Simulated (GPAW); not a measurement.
# Ballistic transport through 1,3-diethynylbenzene between two Al chains, cheap and dear

How well does 1,3-diethynylbenzene between two Al chains conduct at low bias, and how far do basis and functional move the answer?

Calculated with GPAW 26.7.0; GPAW LCAO, PAW setups; Landauer transmission from Green's functions with principal layers (ASE), zero bias.

Most raw output is cut from this account.

## (1) The structure

The cell holds 26 atoms: 12 Al, 10 C and 4 H. Cell: a = 16.483 Å, b = 9.000 Å, c = 37.069 Å, α = 90.0°, β = 90.0°, γ = 90.0°. Regions: left lead, 6 atoms (6 Al); channel, 14 atoms (10 C and 4 H); right lead, 6 atoms (6 Al). Vacuum lies along a and b. The structure is stacked along c, and the current runs across the ab planes.

## (2) Double-zeta polarised basis

Localised orbitals split the wire into layers that couple to their neighbours alone, which is what the Green's function method needs; double zeta with polarisation is the usual level for numbers.

Input file run.py:

```python
import json
import numpy as np
from ase import Atoms
from ase.transport.calculators import TransportCalculator
from gpaw import GPAW, FermiDirac
from gpaw.lcao.tools import get_lcao_hamiltonian
from scipy.linalg import eigh

# The junction with lead layers at both ends, along the third cell vector
device = Atoms(
    ['Al', 'Al', 'Al', 'Al', 'Al', 'Al', 'C', 'C', 'H', 'C', 'C', 'H', 'C', 'C', 'H', 'C', 'C', 'H', 'C', 'C', 'Al', 'Al', 'Al', 'Al', 'Al', 'Al'],
    positions=[
        [8.24144, 4.50000, 1.20000],
        [8.24144, 4.50000, 3.60000],
        [8.24144, 4.50000, 6.00000],
        [8.24144, 4.50000, 8.40000],
        [8.24144, 4.50000, 10.80000],
        [8.24144, 4.50000, 13.20000],
        [8.73593, 4.50000, 15.04488],
        [9.33585, 4.50000, 16.08511],
        [11.99788, 4.50000, 16.38812],
        [10.05020, 4.50000, 17.32490],
        [11.44746, 4.50000, 17.32608],
        [13.23289, 4.50000, 18.53473],
        [12.14594, 4.50000, 18.53473],
        [9.35094, 4.50000, 18.53473],
        [8.26339, 4.50000, 18.53473],
        [11.44746, 4.50000, 19.74339],
        [10.05020, 4.50000, 19.74457],
        [11.99788, 4.50000, 20.68135],
        [9.33585, 4.50000, 20.98436],
        [8.73593, 4.50000, 22.02459],
        [8.24144, 4.50000, 23.86947],
        [8.24144, 4.50000, 26.26947],
        [8.24144, 4.50000, 28.66947],
        [8.24144, 4.50000, 31.06947],
        [8.24144, 4.50000, 33.46947],
        [8.24144, 4.50000, 35.86947]],
    cell=[[16.48289, 0.0, 0.0], [0.0, 9.0, 0.0], [0.0, 0.0, 37.06947]],
    pbc=True)

# One principal layer of the lead: the first 4 atoms of the device
lead = Atoms(
    ['Al', 'Al', 'Al', 'Al'],
    positions=[
        [8.24144, 4.50000, 1.20000],
        [8.24144, 4.50000, 3.60000],
        [8.24144, 4.50000, 6.00000],
        [8.24144, 4.50000, 8.40000]],
    cell=[[16.48289, 0.0, 0.0], [0.0, 9.0, 0.0], [0.0, 0.0, 9.6]],
    pbc=True)

settings = dict(mode='lcao', basis='dzp', xc='PBE', h=0.2,
                occupations=FermiDirac(0.1), maxiter=250,
                mixer=dict(beta=0.1, nmaxold=8, weight=100.0),
                convergence=dict(density=0.0001))
energies = np.arange(-2, 2 + 1e-9, 0.05)
eta = 0.0001
n1, n2 = 1, 1
# k and -k transmit alike, so half of the mesh across the current serves
mesh = [(i, j) for i in range(n1) for j in range(n2) if (i, j) <= (-i % n1, -j % n2)]
weights = np.array([1 if (i, j) == (-i % n1, -j % n2) else 2 for i, j in mesh]) / (n1 * n2)

# [... helper functions left out ...]
fermi_lead = ground_state(lead, (1, 1, 12), 'lead.txt')
fermi_device = ground_state(device, (1, 1, 2), 'device.txt')
# [... loop over the mesh left out, but for ...]
        # Shift the lead onto the potential of the device's first layer
        shift = ((H[:, 0, 0] - H0[:, 0, 0]) / S0[0, 0]).real.mean()
# [...]
kT = 8.617333e-5 * 300
bias = [0.1, 0.2, 0.5, 1.0, 1.5, 2.0]
# [... integrals and printing left out ...]
```

Started as:

```console
OMP_NUM_THREADS=1 OPENBLAS_NUM_THREADS=1 python run.py
```

Elapsed: 2.3 min, on 1 thread of Intel Xeon Platinum 8375C at 2.90GHz (Ice Lake), shared host; peak memory 1.9 GiB.

Numbers from this step:

```yaml
conductance: 0.006587 G₀
thermopower: -13.01 μV/K
largest_coupling_past_the_next_principal_layer: 1.20e-15 eV
largest_misfit_of_the_first_principal_layer: 0.04621 eV
shift_that_aligns_the_lead: -2.75e-4 eV
basis_functions_of_the_junction: 306
basis_functions_of_a_principal_layer: 52
transmission_at_the_fermi_level_one_spin: 0.006697
open_channels_of_the_lead_at_the_fermi_level_one_spin: 2
```

One spin. The transmission, zone mean by energy, zero at the Fermi level:

```tsv
energy (eV)	transmission, zone mean
-2.000	5.0e-7
-1.800	4.4e-7
-1.600	3.2e-7
-1.400	1.4e-7
-1.200	0
-1.000	0
-0.800	0
-0.600	0
-0.400	5.3e-8
-0.200	0.00310
0.000	0.00670
0.200	0.00804
0.400	0.0107
0.600	0.0187
0.800	0.0400
1.000	0.0961
1.200	0.239
1.400	0.476
1.600	0.602
1.800	0.378
2.000	0.0530
```

Crossings of the lead's bands, unfolded to its shortest repeat. Open channels, zone mean against energy, zero at the Fermi level:

energy (eV), open channels, zone mean and a bar:
```
   -2.000       1.00 ##########
   -1.800       1.00 ##########
   -1.600       1.00 ##########
   -1.400       1.00 ##########
   -1.200       0.00 
   -1.000       0.00 
   -0.800       0.00 
   -0.600       0.00 
   -0.400       0.00 
   -0.200       2.00 ####################
    0.000       2.00 ####################
    0.200       2.00 ####################
    0.400       2.00 ####################
    0.600       2.00 ####################
    0.800       2.00 ####################
    1.000       3.00 ##############################
    1.200       3.00 ##############################
    1.400       3.00 ##############################
    1.600       3.00 ##############################
    1.800       3.00 ##############################
    2.000       3.00 ##############################
```

Not self-consistent under bias; the bias window is split evenly. Current through one cell, from the zero-bias transmission against bias:

```tsv
bias (V)	current through one cell, from the zero-bias transmission (μA)
0.100	0.0508
0.200	0.100
0.500	0.235
1.000	0.456
1.500	0.876
2.000	2.03
```

The transmission of the three most open eigenchannels by energy, zero at the Fermi level:

```tsv
energy (eV)	channel 1	channel 2	channel 3
-0.400	5.3e-8	2.0e-12	0
-0.200	0.00283	2.7e-4	0
0.000	0.00478	0.00192	0
0.200	0.00409	0.00394	0
0.400	0.00748	0.00325	0
0.600	0.0155	0.00314	0
0.800	0.0367	0.00325	0
1.000	0.0939	0.00222	7.4e-6
1.200	0.236	0.00362	4.2e-6
1.400	0.471	0.00509	3.7e-6
1.600	0.595	0.00699	3.8e-6
1.800	0.368	0.00951	4.1e-6
2.000	0.0401	0.0129	4.7e-6
```

Couplings past the next layer reach 1.2e-15 eV, small enough to drop; the matrix elements of the cell's first layer differ from the bulk lead's by up to 0.046 eV. That layer keeps its own values in the calculation, and only beyond it is the lead taken as perfect. The Fermi levels of lead and junction count from different zeros of potential, one for each periodic cell; with both set to zero, the small remaining shift is what aligns them. By hand: G = 0.006587 × 77.48 μS = 0.510 μS, a resistance of 1959 kΩ; at 0.1 V a linear junction would pass 0.0510 μA, and the integral over the bias window gives 0.0508 μA. Mott's formula, S = -(π²/3)(k_B²T/e) d ln T/dE, has the prefactor 7.33 μV/K·eV at 300 K; T = 0.006024 at -0.05 eV and 0.007153 at 0.05 eV give a slope of 1.72 per eV and S = -12.6 μV/K, beside -13.0 μV/K from the thermal integral, which interpolates the same grid.

## (3) GPAW, szp: basis = "szp(dzp)"

One radial function a shell plus polarisation makes the matrices smaller; the question is what that costs.

Changes to run.py since step 2:

```diff
@@ -52,3 +52,3 @@
 
-settings = dict(mode='lcao', basis='dzp', xc='PBE', h=0.2,
+settings = dict(mode='lcao', basis='szp(dzp)', xc='PBE', h=0.2,
                 occupations=FermiDirac(0.1), maxiter=250,
```

The job ended after 1.9 min (1 thread; peak memory 1.9 GiB).

Numbers from this step:

```yaml
conductance: 0.02099 G₀
thermopower: -24.96 μV/K
largest_coupling_past_the_next_principal_layer: 1.48e-15 eV
largest_misfit_of_the_first_principal_layer: 0.04219 eV
shift_that_aligns_the_lead: -0.006302 eV
basis_functions_of_the_junction: 214
basis_functions_of_a_principal_layer: 36
transmission_at_the_fermi_level_one_spin: 0.02121
```

One spin. Transmission, zone mean against energy, zero at the Fermi level:

energy (eV), transmission, zone mean and a bar:
```
    -2.00      0.000 
    -1.90      0.000 
    -1.80      0.000 
    -1.70      0.000 
    -1.55      0.000 
    -1.45      0.000 
    -1.35      0.000 
    -1.25      0.000 
    -1.15      0.000 
    -1.05      0.000 
    -0.90      0.000 
    -0.80      0.000 
    -0.70      0.000 
    -0.60      0.000 
    -0.50      0.000 
    -0.40      0.000 
    -0.25      0.005 
    -0.15      0.010 
    -0.05      0.017 #
     0.00      0.021 #
     0.05      0.025 #
     0.15      0.031 #
     0.25      0.038 #
     0.40      0.060 ##
     0.50      0.090 ####
     0.60      0.146 ######
     0.70      0.243 ##########
     0.80      0.393 ###############
     0.90      0.575 #######################
     1.05      0.754 ##############################
     1.10      0.764 ##############################
     1.15      0.743 #############################
     1.25      0.594 #######################
     1.35      0.329 #############
     1.45      0.113 ####
     1.55      0.025 #
     1.70      0.019 #
     1.80      0.040 ##
     1.90      0.064 ###
     2.00      0.090 ####
```

Crossings of the lead's bands, unfolded to its shortest repeat. Open channels, zone mean against energy, zero at the Fermi level:

```tsv
energy (eV)	open channels, zone mean
-2.00	1
-1.90	1
-1.80	1
-1.70	1
-1.55	1
-1.45	1
-1.35	0
-1.25	0
-1.15	0
-1.05	0
-0.90	0
-0.80	0
-0.70	0
-0.60	0
-0.50	0
-0.40	0
-0.25	2
-0.15	2
-0.05	2
0.00	2
0.05	2
0.15	2
0.25	2
0.40	2
0.50	2
0.60	2
0.70	2
0.80	3
0.90	3
1.05	3
1.15	3
1.25	3
1.35	3
1.45	3
1.55	3
1.70	3
1.80	3
1.90	3
2.00	3
```

Not self-consistent under bias; the bias window is split evenly. Current through one cell, from the zero-bias transmission against bias:

```tsv
bias (V)	current through one cell, from the zero-bias transmission (μA)
0.100	0.162
0.200	0.323
0.500	0.805
1.000	1.98
1.500	5.51
2.000	15.6
```

Transmission of the three most open eigenchannels against energy, zero at the Fermi level:

```tsv
energy (eV)	channel 1	channel 2	channel 3
-0.400	6.7e-12	4.8e-12	0
-0.200	0.00473	0.00217	0
0.000	0.0172	0.00401	0
0.200	0.0304	0.00365	0
0.400	0.0568	0.00315	0
0.600	0.143	0.00315	0
0.800	0.391	0.00204	3.9e-6
1.000	0.713	0.00380	1.9e-6
1.200	0.682	0.00567	1.6e-6
1.400	0.197	0.00823	1.7e-6
1.600	0.0118	0.00193	1.8e-6
1.800	0.0230	0.0166	2.1e-6
2.000	0.0674	0.0229	2.4e-6
```

The conductance, 0.0210 G₀, lies 219 % above that of the dzp run.

## (4) GPAW, sz: basis = "sz(dzp)"

One function for each valence shell of the setup, as for a first survey of a large system.

Changes to run.py since step 3:

```diff
@@ -52,3 +52,3 @@
 
-settings = dict(mode='lcao', basis='szp(dzp)', xc='PBE', h=0.2,
+settings = dict(mode='lcao', basis='sz(dzp)', xc='PBE', h=0.2,
                 occupations=FermiDirac(0.1), maxiter=250,
```

The job ended after 89 s (1 thread; peak memory 1.7 GiB).

This step gave:

```
conductance                                    : 0.01830 G₀
thermopower                                    : -21.14 μV/K
largest coupling past the next principal layer : 6.77e-16 eV
largest misfit of the first principal layer    : 0.05957 eV
shift that aligns the lead                     : -0.002404 eV
basis functions of the junction                : 92
basis functions of a principal layer           : 16
transmission at the Fermi level (one spin)     : 0.01854
```

One spin. Table of transmission, zone mean by energy, zero at the Fermi level:

energy (eV), transmission, zone mean and a bar:
```
   -2.000      0.000 
   -1.800      0.000 
   -1.600      0.000 
   -1.400      0.000 
   -1.200      0.000 
   -1.000      0.000 
   -0.800      0.000 
   -0.600      0.000 
   -0.400      0.001 
   -0.200      0.007 
    0.000      0.019 #
    0.200      0.027 #
    0.400      0.042 ##
    0.600      0.085 ####
    0.800      0.208 #########
    1.000      0.465 ####################
    1.200      0.681 ##############################
    1.250      0.692 ##############################
    1.400      0.574 #########################
    1.600      0.142 ######
    1.800      0.009 
    2.000      0.062 ###
```

The conductance, 0.0183 G₀, lies 178 % above that of the dzp run.

## (5) revPBE in the dzp basis: xc = "revPBE"

Back in the dzp basis, the functional changes from PBE to revPBE, to set the spread between functionals beside that between bases.

Changes to run.py since step 4:

```diff
@@ -52,3 +52,3 @@
 
-settings = dict(mode='lcao', basis='sz(dzp)', xc='PBE', h=0.2,
+settings = dict(mode='lcao', basis='dzp', xc='revPBE', h=0.2,
                 occupations=FermiDirac(0.1), maxiter=250,
```

Wall time 2.4 min (1 thread); peak memory 1.9 GiB.

Numbers from this step:

* conductance: 0.006232 G₀
* thermopower: -11.98 μV/K
* largest coupling past the next principal layer: 1.11e-15 eV
* largest misfit of the first principal layer: 0.04460 eV
* shift that aligns the lead: -5.85e-4 eV
* basis functions of the junction: 306
* basis functions of a principal layer: 52
* transmission at the Fermi level (one spin): 0.006331

One spin. Transmission, zone mean against energy, zero at the Fermi level:

```tsv
energy (eV)	transmission, zone mean
-2.00	5.6e-7
-1.85	5.2e-7
-1.70	4.3e-7
-1.60	3.6e-7
-1.45	2.1e-7
-1.30	4.7e-10
-1.15	0
-1.05	0
-0.90	0
-0.75	0
-0.60	0
-0.50	0
-0.35	0.00130
-0.20	0.00308
-0.05	0.00575
0.00	0.00633
0.05	0.00672
0.20	0.00748
0.35	0.00901
0.50	0.0126
0.60	0.0171
0.75	0.0297
0.90	0.0560
1.05	0.111
1.15	0.178
1.30	0.335
1.45	0.522
1.60	0.617
1.70	0.573
1.85	0.323
2.00	0.0719
```

The conductance, 0.00623 G₀, lies 5.4 % below that of the dzp run.

## (6) The ladder

Times are for 1 thread of Intel Xeon Platinum 8375C at 2.90GHz (Ice Lake), shared host. Results by setting:

```tsv
no.	run	conductance (G₀)	time	memory (GiB)
1	dzp	0.006587	2.3 min	1.9
2	szp	0.02099	1.9 min	1.9
3	sz	0.01830	89 s	1.7
4	dzp revPBE	0.006232	2.4 min	1.9
```

## (7) Comparison

The curves are compared point by point over the common energies.

This step: comparison of transmission and cost over codes and levels (GPAW 26.7.0).

Ladder, by row:

```tsv
step	code	T at the Fermi level (sum over the listed spins)	conductance (G0)	r.m.s. T(E) from the first	wall time (s)	peak memory (GiB)	threads
dzp	GPAW	0.006697	0.006587	0	137.2	1.88	1
szp	GPAW	0.02121	0.02099	0.2494	116	1.85	1
sz	GPAW	0.01854	0.0183	0.1884	89.47	1.73	1
dzp-revPBE	GPAW	0.006331	0.006232	0.01289	144.8	1.88	1
```

The transmission, zone mean, sum over the listed spins by energy, zero at the Fermi level:

```tsv
energy (eV)	dzp	szp	sz	dzp-revPBE
-2.000	5.0e-7	7.0e-8	1.9e-8	5.6e-7
-1.800	4.4e-7	6.2e-8	6.0e-9	4.9e-7
-1.600	3.2e-7	4.2e-8	7.5e-17	3.6e-7
-1.400	1.4e-7	1.6e-9	8.8e-18	1.5e-7
-1.200	2.1e-15	1.0e-16	3.6e-18	2.1e-15
-1.000	7.9e-16	2.4e-17	2.9e-18	7.9e-16
-0.800	8.9e-16	1.6e-17	5.1e-18	9.0e-16
-0.600	1.2e-15	6.0e-17	2.9e-16	1.2e-15
-0.400	5.3e-8	1.1e-11	8.1e-4	6.4e-8
-0.200	0.00310	0.00689	0.00670	0.00308
0.000	0.00670	0.0212	0.0185	0.00633
0.200	0.00804	0.0340	0.0270	0.00748
0.400	0.0107	0.0600	0.0419	0.00991
0.600	0.0187	0.146	0.0853	0.0171
0.800	0.0400	0.393	0.208	0.0364
1.000	0.0961	0.717	0.465	0.0869
1.100	0.154	0.764	0.599	0.141
1.200	0.239	0.688	0.681	0.222
1.250	0.293	0.594	0.692	0.275
1.400	0.476	0.205	0.574	0.463
1.600	0.602	0.0137	0.142	0.617
1.800	0.378	0.0396	0.00937	0.425
2.000	0.0530	0.0903	0.0618	0.0719
```

## (8) Mixing 0.25

Mixing changes the road to self-consistency, not its end. The mixing history changes the road to self-consistency, not its end.

This step: GPAW LCAO, PAW setups; Landauer transmission from Green's functions with principal layers (ASE), zero bias (GPAW 26.7.0).

Changes to run.py since step 5:

```diff
@@ -52,5 +52,5 @@
 
-settings = dict(mode='lcao', basis='dzp', xc='revPBE', h=0.2,
+settings = dict(mode='lcao', basis='dzp', xc='PBE', h=0.2,
                 occupations=FermiDirac(0.1), maxiter=250,
-                mixer=dict(beta=0.1, nmaxold=8, weight=100.0),
+                mixer=dict(beta=0.25, nmaxold=5, weight=100.0),
                 convergence=dict(density=0.0001))
```

Elapsed: 2.4 min, on 1 thread; peak memory 1.7 GiB.

This step gave:

- conductance: 0.006546 G₀
- thermopower: -13.00 μV/K
- largest coupling past the next principal layer: 1.83e-15 eV
- largest misfit of the first principal layer: 0.04431 eV
- shift that aligns the lead: -0.001421 eV
- transmission at the Fermi level (one spin): 0.006651

One spin. The transmission, zone mean by energy, zero at the Fermi level:

```tsv
energy (eV)	transmission, zone mean
-2.000	5.0e-7
-1.800	4.4e-7
-1.600	3.2e-7
-1.400	1.4e-7
-1.200	0
-1.000	0
-0.800	0
-0.600	0
-0.400	6.7e-7
-0.200	0.00312
0.000	0.00665
0.200	0.00802
0.400	0.0107
0.600	0.0187
0.800	0.0399
1.000	0.0959
1.200	0.239
1.400	0.475
1.600	0.602
1.800	0.379
2.000	0.0535
```

Crossings of the lead's bands, unfolded to its shortest repeat. Table of open channels, zone mean by energy, zero at the Fermi level:

```tsv
energy (eV)	open channels, zone mean
-2.00	1
-1.85	1
-1.70	1
-1.60	1
-1.45	1
-1.30	1
-1.15	0
-1.05	0
-0.90	0
-0.75	0
-0.60	0
-0.50	0
-0.35	2
-0.20	2
-0.05	2
0.00	2
0.05	2
0.20	2
0.35	2
0.50	2
0.60	2
0.75	2
0.90	2
1.05	3
1.15	3
1.30	3
1.45	3
1.60	3
1.70	3
1.85	3
2.00	3
```

Not self-consistent under bias; the bias window is split evenly. Current through one cell, from the zero-bias transmission against bias:

```tsv
bias (V)	current through one cell, from the zero-bias transmission (μA)
0.100	0.0505
0.200	0.0997
0.500	0.234
1.000	0.455
1.500	0.875
2.000	2.02
```

Table of transmission of the three most open eigenchannels by energy, zero at the Fermi level:

```tsv
energy (eV)	channel 1	channel 2	channel 3
-2.00	5.0e-7	0	0
-1.85	4.6e-7	0	0
-1.70	3.9e-7	0	0
-1.60	3.2e-7	0	0
-1.45	1.9e-7	0	0
-1.30	2.2e-9	0	0
-1.15	0	0	0
-1.05	0	0	0
-0.90	0	0	0
-0.75	0	0	0
-0.60	0	0	0
-0.50	0	0	0
-0.35	0.00126	8.3e-6	0
-0.20	0.00285	2.7e-4	0
-0.05	0.00461	0.00137	0
0.00	0.00475	0.00190	0
0.05	0.00468	0.00243	0
0.20	0.00408	0.00394	0
0.35	0.00637	0.00336	0
0.50	0.0106	0.00314	0
0.60	0.0155	0.00314	0
0.75	0.0293	0.00324	0
0.90	0.0582	0.00277	6.5e-12
1.05	0.119	0.00262	5.8e-6
1.15	0.189	0.00329	4.6e-6
1.30	0.348	0.00431	3.9e-6
1.45	0.524	0.00551	3.7e-6
1.60	0.595	0.00698	3.8e-6
1.70	0.532	0.00815	3.9e-6
1.85	0.267	0.0103	4.3e-6
2.00	0.0406	0.0129	4.7e-6
```

The conductance, 0.00655 G₀, lies 0.6 % below that of the dzp run.

## (9) Another change of settings

A last run, with other settings again.

Changes to run.py since step 8:

```diff
@@ -53,7 +53,7 @@
 settings = dict(mode='lcao', basis='dzp', xc='PBE', h=0.2,
-                occupations=FermiDirac(0.1), maxiter=250,
-                mixer=dict(beta=0.25, nmaxold=5, weight=100.0),
+                occupations=FermiDirac(0.1), maxiter=60,
+                mixer=dict(beta=0.1, nmaxold=8, weight=100.0),
                 convergence=dict(density=0.0001))
 energies = np.arange(-2, 2 + 1e-9, 0.05)
-eta = 0.0001
+eta = 0.5
 n1, n2 = 1, 1
```

Elapsed: 2.1 min, on 1 thread; peak memory 1.9 GiB.

The run finished. A setting was moved off its sound value on purpose, so it serves as a test and not as the result.

The fault put into the input: a broadening of tenths of an eV (eta = 0.5).

The two runs compared:

```tsv
quantity	this run	sound run	difference
conductance (G₀)	1.031e-7	0.0065872	-0.00659
thermopower (μV/K)	-60.050	-13.013	-47.0
largest coupling past the next principal layer (eV)	1.691e-15	1.196e-15	5.0e-16
largest misfit of the first principal layer (eV)	0.046212	0.046212	2.7e-11
shift that aligns the lead (eV)	-2.747e-4	-2.747e-4	1.3e-11
transmission at the Fermi level (one spin)	9.522e-8	0.0066972	-0.00670
```

One result that differs is the transmission at the Fermi level (one spin), 9.5e-8 against 0.00670.

## (10) Outcome

* conductance: 0.00659 G₀
* transmission at the Fermi level, mean of the spins: 0.00670
* thermopower: -13.0 μV/K
* open channels of the lead there: 2

What this shows: In the dzp basis the junction conducts 0.00659 G₀ at 300 K, with T = 0.00670 a spin at the Fermi level; no smaller basis tried comes within 10 % of that conductance. The junction is in the tunnelling regime at the Fermi level. The negative thermopower says that the thermally weighted transmission is larger above the Fermi level, as for electron-like transport. Measured against the first run (dzp), the nearest curve is that of dzp-revPBE (r.m.s. 0.013) and the farthest that of szp (0.25). Over the compared runs wall time goes from 89 s (sz) to 145 s (dzp-revPBE), on a shared host. The geometry was built from estimated bond lengths and not relaxed, so the numbers describe this model structure. Semilocal functionals put molecular levels too near the Fermi level, so such conductances usually come out too high, and chain electrodes have a sharper density of states than real ones. An evenly spaced straight chain is an idealisation: free chains tend to dimerise, zigzag or, where a band edge lies near the Fermi level, turn magnetic. The currents use the zero-bias T(E) throughout, which holds only while the bias is small against the distance to the nearest feature. The energy step is wider than the thermal energy, so the conductance and thermopower rest on interpolation of T(E).

[Logs are printed without paths, hosts, clocks, repeated set-up lines and the standing remarks that a program may print on its own settings, such as how far it seeks lower states.]

[Hosts, paths, dates, database ids (printed as entryN), source tags and the programs' standing remarks are cut or masked in the printed files.]
